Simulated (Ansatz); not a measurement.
# Decaying states in the gap of Na3MoBr3O3, part 3 of 3

A new crystal, Na3MoBr3O3: structure, gap and complex bands. It is built by putting Br for F in the Na3MoO3F3 structure of space group R3, with the volume rescaled by atomic radii. The parent structure comes from the Materials Project.

Ansatz 0.2.0; PBEsol DFT, plane waves, PAW files (the session's first sound run).

So far, gap on the k-mesh (eV): step 3 (the bulk crystal and its band edges) 2.28.

The structure was built from a prototype and need not be the compound's stable phase.

**6. The same cell, other settings: hamiltonian.xc = "lda" and accuracy = "medium"**

This step: LDA DFT, plane waves, PAW files; complex bands by layer matching along the plane's normal; changed: hamiltonian.xc = "lda", accuracy = "medium" (Ansatz 0.2.0).

This run repeats an earlier one, its twin (the complex run, plane (001)), with two settings changed (hamiltonian.xc, accuracy; files written aside). It is meant to test how much rests on the functional and how the run responds. Where the input is shown as a difference, that is against the step before, not the twin.

input.yaml reads:

```yaml
crystal:
  lattice:
    - [6.643413505, 0.0, 0.0]
    - [3.321706753, 5.753364863, 0.0]
    - [3.321706753, -1.917788288, 5.489643258]
  atoms:
    - { symbol: Na, position: [0.4387291222, 0.2806354389, 0.8419063167] }
    - { symbol: Na, position: [0.8929760104, 0.5535119948, 0.6605359844] }
    - { symbol: Na, position: [0.4159348722, 0.7920325639, 0.3760976917] }
    - { symbol: Mo, position: [0.0581406186, 0.9709296907, 0.9127890721] }
    - { symbol: O, position: [0.9290240118, 0.8887917499, 0.7781886827] }
    - { symbol: O, position: [0.1106030672, 0.1821842383, 0.7781886827] }
    - { symbol: O, position: [0.4039955556, 0.7072126945, 0.7781886827] }
    - { symbol: Br, position: [0.1011873317, 0.143143483, 0.250500979] }
    - { symbol: Br, position: [0.5051682063, 0.3516883107, 0.250500979] }
    - { symbol: Br, position: [0.892642504, 0.7556691853, 0.250500979] }
kpoints:
  mp_grid: { grid: [6, 6, 6] }
scf:
  occupations: { method: fixed }
hamiltonian:
  xc: lda
output:
  eigenvalues: true
  transmission:
    leads: [[0, 0]]
    kpoints: [[0.0, 0.0], [0.5, 0.0]]
    e_range: [-1.0, 3.28]
    de: 0.09
accuracy: medium
```

On the command line:

```console
ansatz run input.yaml --threads 2 --pin off --max-ram 4096MiB --backend cpu --events-out ev --progress --plain --runs-dir out
```

Numbers of over 12 decimals in the logs are rounded to 6 here.

The log of the run:

```text
[...]
Crystal: 10 atoms, lattice volume = 209.825 Å³
Basis set: ecut = 420 eV, 4081 PW (Γ)
Bands: 50, of which v1, the nominal top of the filled ones, is band 40 counted from 1 (39 counted from 0)
Symmetry: 3 space group operations
[...]
k-points: 40 of 216 (time reversal used)
[...]
SCF iter   1: F=—  HF=-18998.023175 eV  |F-HF|=—  |Δ(HF+E_count)|=         —  Δρ=1.07e-2  dr2=2.14e-1  ethr=1.77e-3  ⟨swp⟩=5.0  Hψ=6801  notcnv=0  defer=286
[...]
SCF iter   8: F=-18997.973713 eV  HF=-18997.973713 eV  |F-HF|=1.64e-9  |Δ(HF+E_count)|=   1.42e-7  Δρ=4.58e-6  dr2=5.21e-8  ethr=1.25e-10  ⟨swp⟩=12.5  Hψ=8562  notcnv=0
SCF 1 converged in 8 iterations: F = -18997.973713 eV  dr2 = 5.21e-8
[...]
transmission: 10 of 20 steps passed
transmission: 20 of 20 steps passed
SCF converged after 8 iterations
Free energy (F): -18997.973713 eV
[...]
Internal energy: -18997.973713 eV  (E = F + TS)
E sigma→0 (E₀):  -18997.973713 eV
Fermi energy:    3.084849 eV
[...]
--- Band table (eV; the first three rows and the last of 40) ---
  k-point 0: bands = [... 36 lower, 2.0762, 2.0762, 3.0827, 3.0827, 5.5394, 5.8386, 5.8386, 6.7730, ... 6 higher]
  k-point 1: bands = [... 36 lower, 2.0409, 2.0709, 3.0795, 3.0848, 5.4473, 5.7687, 5.9333, 7.1566, ... 6 higher]
  k-point 2: bands = [... 36 lower, 1.9445, 2.1094, 3.0752, 3.0821, 5.3290, 5.7922, 5.9525, 8.0043, ... 6 higher]
  k-point 39: bands = [... 36 lower, 2.0615, 2.4177, 2.5357, 2.5904, 5.5748, 5.8247, 5.9191, 7.7884, ... 6 higher]
--- Transmission ---
  basis      : 337 plane waves across, 10 finite elements along
  points     : 2, as listed
[...]
channels       : 0.000000e0 a spin
[...]
slowest decay  : 0.4627 /Å at (0.0000, 0.0000)
```

Wall time 39 s (2 threads of AMD EPYC 9R45, shared host); peak memory 1.3 GiB.

This step gave:

```
free energy                                               : -18997.9737 eV
Fermi energy                                              : 3.085 eV
gap on the k-mesh                                         : 2.200 eV
level to which the leads are filled                       : 1.100 eV from the Fermi level
decay constant at the filling level, zone centre          : 0.4627 Å⁻¹
decay constant at the filling level, slowest listed point : 0.4627 Å⁻¹
```

K parallel (0, 0); values up to 1.5 1/Å, a degenerate pair printed once or twice; energies at which all values exceed this have no row. Table of Im kz of the slowest decaying states by energy, zero at the highest filled level on the SCF mesh:

```
energy (eV)  decay 1 (Å⁻¹)  decay 2 (Å⁻¹)  decay 3 (Å⁻¹)  decay 4 (Å⁻¹)
      -1.00         0.0893          0.354          0.358          0.411
      -0.82          0.327          0.369          0.438          0.443
      -0.64          0.388          0.390          0.511          0.537
      -0.46          0.405          0.430          0.550          0.600
      -0.28          0.419          0.455          0.558          0.561
      -0.19          0.426          0.461          0.516          0.549
      -0.01          0.354          0.436          0.464          0.710
       0.17          0.444          0.489          0.545          0.546
       0.35          0.450          0.536          0.567          0.625
       0.53          0.455          0.566          0.577          0.672
       0.71          0.459          0.581          0.588          0.706
       0.89          0.461          0.581          0.603          0.732
       1.07          0.463          0.578          0.613          0.753
       1.16          0.463          0.576          0.617          0.761
       1.34          0.465          0.569          0.621          0.727
       1.52          0.467          0.560          0.622          0.666
       1.70          0.472          0.545          0.589          0.620
       1.88          0.481          0.486          0.523          0.619
       2.06          0.331          0.489          0.498          0.618
       2.24          0.439          0.522          0.619          0.819
       2.42          0.364          0.547          0.621          0.823
       2.51          0.118          0.308          0.558          0.621
       2.69          0.191          0.576          0.621          0.827
       2.87          0.205          0.588          0.619          0.830
       3.05          0.199          0.305          0.594          0.615
       3.23          0.179          0.395          0.596          0.610
```

K parallel (0.5, 0); values up to 1.5 1/Å, a degenerate pair printed once or twice; energies at which all values exceed this have no row. Table of Im kz of the slowest decaying states by energy, zero at the highest filled level on the SCF mesh:

| energy (eV) | decay 1 (Å⁻¹) | decay 2 (Å⁻¹) | decay 3 (Å⁻¹) | decay 4 (Å⁻¹) |
| --- | --- | --- | --- | --- |
| -1.00 | 0.197 | 0.204 | 0.227 | 0.299 |
| -0.73 | 0.284 | 0.372 | 0.404 | 0.446 |
| -0.37 | 0.437 | 0.445 | 0.457 | 0.528 |
| -0.10 | 0.346 | 0.482 | 0.515 | 0.556 |
| -0.01 | 0.436 | 0.494 | 0.526 | 0.568 |
| 0.17 | 0.514 | 0.521 | 0.535 | 0.593 |
| 0.53 | 0.553 | 0.589 | 0.660 | 0.717 |
| 0.80 | 0.565 | 0.625 | 0.705 | 0.757 |
| 1.16 | 0.569 | 0.661 | 0.667 | 0.847 |
| 1.43 | 0.562 | 0.631 | 0.696 | 0.808 |
| 1.70 | 0.545 | 0.599 | 0.715 | 0.761 |
| 2.06 | 0.507 | 0.540 | 0.637 | 0.708 |
| 2.33 | 0.429 | 0.469 | 0.542 | 0.675 |
| 2.60 | 0.213 | 0.349 | 0.459 | 0.523 |
| 2.96 | 0.165 | 0.313 | 0.623 | 0.629 |
| 3.23 | 0.346 | 0.400 | 0.637 | 0.706 |

The least decay constant is 0.463 Å⁻¹ against 0.475 Å⁻¹ in the twin: a change of -3 %.

**7. Results**

- band gap: 2.28 eV
- least decay constant at mid-gap, normal to (001): 0.475 Å⁻¹
- least decay constant at mid-gap, normal to (101): 0.274 Å⁻¹

What this shows: With PBEsol, the slowest decay at the wavevectors tried is κ = 0.274 Å⁻¹, normal to (101). Through such a film the transmission near mid-gap falls as exp(−2κd), a factor of ten every 4.2 Å. The decay depends on direction: 1.7 times faster normal to (001). A free electron under a barrier of half the gap would need a mass of 0.25 mₑ to decay at this rate. The compound is made up by substitution; its stability against other phases and against distortions of the cell's symmetry was not tested. A semilocal functional narrows gaps, so real decay constants are likely larger.

[Logs are printed without paths, hosts, clocks, repeated set-up lines and the standing remarks that a program may print on its own settings, such as how far it seeks lower states.]

[Hosts, paths, dates, database ids (printed as entryN), source tags and the programs' standing remarks are cut or masked in the printed files.]
